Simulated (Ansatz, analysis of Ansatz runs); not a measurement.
# Moving an added hole between O sites in Cr2TeO6 (P4_2/mnm)

Question: does an added hole stay on the O atom where it is started in Cr2TeO6 (P4_2/mnm), and if so, how high is the barrier for a hop to another O site nearby? Model: a cell of 72 host atoms.

Main program and level: Ansatz 0.2.0; plane-wave PAW DFT, PBEsol+U; relaxation of all atoms of a supercell at fixed charge in a uniform background; PAW set soft_1.

**1. Starting point**

The cell holds 72 atoms: 16 Cr, 8 Te and 48 O. Cell: a = 11.139 Å, b = 11.139 Å, c = 9.120 Å, α = 65.8°, β = 65.8°, γ = 48.3°. It derives from Cr2TeO6 (space group P4_2/mnm). Nearest the centre at fractional (0.318, 0.764, 0.586): O46 at 1.37 Å, O30 at 1.37 Å, Te22 at 1.37 Å, O42 at 2.23 Å, Cr15 at 2.46 Å, O66 at 2.51 Å, Cr10 at 2.57 Å, O71 at 2.60 Å.

Hubbard terms: Cr d 4.0 eV, O p 7.0 eV. They were chosen, not fitted, to curb self-interaction in the shells named, the trial site's among them. The two sites are O30 and O46. The cell's shortest repeat is 9.1 Å. The host's moments were started antiferromagnetic in the unit cell, high spin.

**2. The cell without the carrier**

The neutral cell is relaxed first, from small random displacements, so that bond lengths and moments with the carrier can be set beside those of a relaxed cell without it.

Input file neutral.relax/input.yaml:

```yaml
crystal:
  lattice:
    - [0.0, 6.44872092, 9.0824512]
    - [6.44871104, 0.0, 9.0824512]
    - [6.44871104, 6.44872092, 0.0]
  atoms:
    - { symbol: Cr, position: [0.417334, 0.417334, 0.082666], spin: 2.0 }
    - { symbol: Cr, position: [0.417334, 0.417334, 0.582666], spin: 2.0 }
    - { symbol: Cr, position: [0.917334, 0.917334, 0.082666], spin: 2.0 }
    - { symbol: Cr, position: [0.917334, 0.917334, 0.582666], spin: 2.0 }
    - { symbol: Cr, position: [0.082666, 0.582666, 0.417334], spin: 2.0 }
    - { symbol: Cr, position: [0.082666, 0.582666, 0.917334], spin: 2.0 }
    - { symbol: Cr, position: [0.582666, 0.082666, 0.417334], spin: 2.0 }
    - { symbol: Cr, position: [0.582666, 0.082666, 0.917334], spin: 2.0 }
    - { symbol: Cr, position: [0.417334, 0.917334, 0.082666], spin: -2.0 }
    - { symbol: Cr, position: [0.417334, 0.917334, 0.582666], spin: -2.0 }
    - { symbol: Cr, position: [0.917334, 0.417334, 0.082666], spin: -2.0 }
    - { symbol: Cr, position: [0.917334, 0.417334, 0.582666], spin: -2.0 }
    - { symbol: Cr, position: [0.082666, 0.082666, 0.417334], spin: -2.0 }
    - { symbol: Cr, position: [0.082666, 0.082666, 0.917334], spin: -2.0 }
    - { symbol: Cr, position: [0.582666, 0.582666, 0.417334], spin: -2.0 }
    - { symbol: Cr, position: [0.582666, 0.582666, 0.917334], spin: -2.0 }
    - { symbol: Te, position: [0.25, 0.25, 0.25] }
    - { symbol: Te, position: [0.25, 0.25, 0.75] }
    - { symbol: Te, position: [0.75, 0.75, 0.25] }
    - { symbol: Te, position: [0.75, 0.75, 0.75] }
    - { symbol: Te, position: [0.25, 0.75, 0.25] }
    - { symbol: Te, position: [0.25, 0.75, 0.75] }
    - { symbol: Te, position: [0.75, 0.25, 0.25] }
    - { symbol: Te, position: [0.75, 0.25, 0.75] }
    - { symbol: O, position: [0.400712, 0.099288, 0.400712] }
    - { symbol: O, position: [0.400712, 0.099288, 0.900712] }
    - { symbol: O, position: [0.900712, 0.599288, 0.400712] }
    - { symbol: O, position: [0.900712, 0.599288, 0.900712] }
    - { symbol: O, position: [0.400712, 0.599288, 0.099288] }
    - { symbol: O, position: [0.400712, 0.599288, 0.599288] }
    - { symbol: O, position: [0.900712, 0.099288, 0.099288] }
    - { symbol: O, position: [0.900712, 0.099288, 0.599288] }
    - { symbol: O, position: [0.099288, 0.900712, 0.400712] }
    - { symbol: O, position: [0.099288, 0.900712, 0.900712] }
    - { symbol: O, position: [0.599288, 0.400712, 0.400712] }
    - { symbol: O, position: [0.599288, 0.400712, 0.900712] }
    - { symbol: O, position: [0.099288, 0.400712, 0.099288] }
    - { symbol: O, position: [0.099288, 0.400712, 0.599288] }
    - { symbol: O, position: [0.599288, 0.900712, 0.099288] }
    - { symbol: O, position: [0.599288, 0.900712, 0.599288] }
    - { symbol: O, position: [0.427998, 0.735608, 0.264392] }
    - { symbol: O, position: [0.427998, 0.735608, 0.764392] }
    - { symbol: O, position: [0.927998, 0.235608, 0.264392] }
    - { symbol: O, position: [0.927998, 0.235608, 0.764392] }
    - { symbol: O, position: [0.235608, 0.927998, 0.072002] }
    - { symbol: O, position: [0.235608, 0.927998, 0.572002] }
    - { symbol: O, position: [0.735608, 0.427998, 0.072002] }
    - { symbol: O, position: [0.735608, 0.427998, 0.572002] }
    - { symbol: O, position: [0.264392, 0.572002, 0.427998] }
    - { symbol: O, position: [0.264392, 0.572002, 0.927998] }
    - { symbol: O, position: [0.764392, 0.072002, 0.427998] }
    - { symbol: O, position: [0.764392, 0.072002, 0.927998] }
    - { symbol: O, position: [0.235609, 0.427998, 0.264391] }
    - { symbol: O, position: [0.235609, 0.427998, 0.764391] }
    - { symbol: O, position: [0.735609, 0.927998, 0.264391] }
    - { symbol: O, position: [0.735609, 0.927998, 0.764391] }
    - { symbol: O, position: [0.427998, 0.235609, 0.072002] }
    - { symbol: O, position: [0.427998, 0.235609, 0.572002] }
    - { symbol: O, position: [0.927998, 0.735609, 0.072002] }
    - { symbol: O, position: [0.927998, 0.735609, 0.572002] }
    - { symbol: O, position: [0.264391, 0.072002, 0.235609] }
    - { symbol: O, position: [0.264391, 0.072002, 0.735609] }
    - { symbol: O, position: [0.764391, 0.572002, 0.235609] }
    - { symbol: O, position: [0.764391, 0.572002, 0.735609] }
    - { symbol: O, position: [0.072002, 0.764392, 0.235608] }
    - { symbol: O, position: [0.072002, 0.764392, 0.735608] }
    - { symbol: O, position: [0.572002, 0.264392, 0.235608] }
    - { symbol: O, position: [0.572002, 0.264392, 0.735608] }
    - { symbol: O, position: [0.072002, 0.264391, 0.427998] }
    - { symbol: O, position: [0.072002, 0.264391, 0.927998] }
    - { symbol: O, position: [0.572002, 0.764391, 0.427998] }
    - { symbol: O, position: [0.572002, 0.764391, 0.927998] }
basis:
  ecutwfc: 420
  xc_grid: 2
hamiltonian:
  xc: pbesol
  hubbard:
    sites: [{ species: Cr, l: d, u_eff: 4.0 }, { species: O, l: p, u_eff: 7.0 }]
    projectors: ortho-atomic
  pseudopotentials: { kind: paw, azcp: { folder: soft_1 }, xc_functional: pbe }
kpoints:
  mp_grid: { grid: [1, 1, 1] }
magnetization:
  spin_polarized: true
  initial_magnetization: 0
  spin_locking: { lock_magnetization: hard }
scf:
  occupations: { method: fermi_dirac, width: 0.01 }
  max_iter: 120
  lower_state_search: "off"
output:
  forces: true
relax:
  f_tol: 0.02
  max_steps: 70
  random_displacement: { amplitude: 0.04, seed: 5338 }
checkpoint:
  write: "../neutral.relax.run"
  compress: false
  write_wavefunctions: true
  write_every: 100000
```

Run with:

```console
$ ansatz run input.yaml --threads 4 --pin off --max-ram 17899MiB --backend cpu --events-out ev --progress --plain --runs-dir out
```

Numbers of over 12 decimals in the logs are rounded to 6 here.

The program printed:

```text
[... repeated set-up lines and file paths are left out, and long positions are rounded to six places ...]
Warning: crystal.lattice misses the space group found at crystal.symmetry.tolerance 1.0e-5 in a digit that the deck types, which is why this is a warning: making the lattice exact moves one of its numbers by a whole unit of that number's last typed decimal, [...]
Engine: ansatz 0.2.0, aarch64-unknown-linux-gnu
Pseudopotentials: kind: paw
Pseudopotential: Cr, paw, valence charge 14, recommended cutoff 420 eV (normal), soft_1/Cr.paw.azcp
Pseudopotential: Te, paw, valence charge 16, recommended cutoff 420 eV (normal), soft_1/Te.paw.azcp
Pseudopotential: O, paw, valence charge 6, recommended cutoff 420 eV (normal), soft_1/O.paw.azcp
Functional definition: PBEsol
  exchange = pbesol_x
  correlation = pbesol_c
Crystal: 72 atoms, lattice volume = 755.405 Å³
Basis set: ecut = 420 eV, 14795 PW (Γ), exchange–correlation on 150×150×128 points (8 copies of the dense FFT grid, shifted against one another)
Bands: 392, of which v1, the nominal top of the filled ones, is band 320 counted from 1 (319 counted from 0)
Symmetry: 1 space group operations
k-points: 1
Non-local potential: Cr, projectors of the file, l = 0: 3, l = 1: 2, l = 2: 3, l = 3: 1
Non-local potential: Te, projectors of the file, l = 0: 2, l = 1: 2, l = 2: 2, l = 3: 1
Non-local potential: O, projectors of the file, l = 0: 2, l = 1: 2, l = 2: 1
PAW form: soft (Blöchl's): semilocal exchange-correlation on the pseudo side does not see the compensation charge
[...]
atom  42  O      0.00068337    -0.00027514    -0.00012567
  [... 3 atoms left out ...]
  atom  46  O      0.00010876     0.00051922    -0.00021319
  [... 19 atoms left out ...]
  atom  66  O      0.00036676     0.00062308     0.00023908
[...]
atom  71  O     -0.00060625    -0.00028493    -0.00001492
  [... 1 atom left out ...]
  max |Σ_I F_I| component: 9.20e-5 eV/Å
--- Band table (eV) ---
  k-point 0 ↑: bands = ["-63.3749", "-63.3718", "-63.3717", "-63.3717", [... 384 left out ...] "17.4400", "17.4401", "17.7030", "17.7032"]
  k-point 0 ↓: bands = ["-63.3749", "-63.3719", "-63.3718", "-63.3717", [... 384 left out ...] "17.4400", "17.4401", "17.7030", "17.7032"]
Occupation matrices written to <dir>
--- Relaxed structure (5 steps of the walk, 5 accepted, 0 SCFs on fresh bases) ---
  F+E_penalty+E_count = -135555.00851903 eV   max|allowed force component| = 1.429e-3 eV/Å
  atoms:
    - { symbol: Cr, position: [0.417772, 0.417722, 0.082177] }
    - { symbol: Cr, position: [0.417776, 0.417713, 0.582179] }
[...]
- { symbol: Cr, position: [0.417771, 0.917721, 0.582176] }
[...]
- { symbol: Cr, position: [0.582735, 0.582687, 0.417217] }
[...]
- { symbol: Te, position: [0.250259, 0.750198, 0.749693] }
[...]
- { symbol: O, position: [0.398148, 0.602303, 0.601793] }
[...]
- { symbol: O, position: [0.102359, 0.898099, 0.397601] }
    [... 7 atoms left out ...]
    - { symbol: O, position: [0.425184, 0.734643, 0.265265] }
    - { symbol: O, position: [0.425199, 0.734620, 0.765250] }
    [... 3 atoms left out ...]
    - { symbol: O, position: [0.234688, 0.925132, 0.574763] }
    [... 19 atoms left out ...]
    - { symbol: O, position: [0.075323, 0.765771, 0.734126] }
    [... 4 atoms left out ...]
    - { symbol: O, position: [0.575325, 0.765773, 0.424627] }
    [... 1 atom left out ...]
[key lines of the parts left out:]
SCF converged after 6 iterations
Magnetization: 0.0000 μB (320.0000 up, 320.0000 down)
Free energy (F): -135555.008519 eV
Fermi energy:    9.821328 (↑ 9.821341, ↓ 9.821316) eV
```

It took 93 s on 4 threads of Arm Neoverse V1, shared host; peak memory 2.1 GiB; 6 min of CPU time.

The largest displacement from an ideal site is 0.041 Å.

[end of part 1 of 3]

[Logs are printed without paths, hosts, clocks, repeated set-up lines and the standing remarks that a program may print on its own settings, such as how far it seeks lower states.]

[Hosts, paths, dates, database ids (printed as entryN), source tags and the programs' standing remarks are cut or masked in the printed files.]
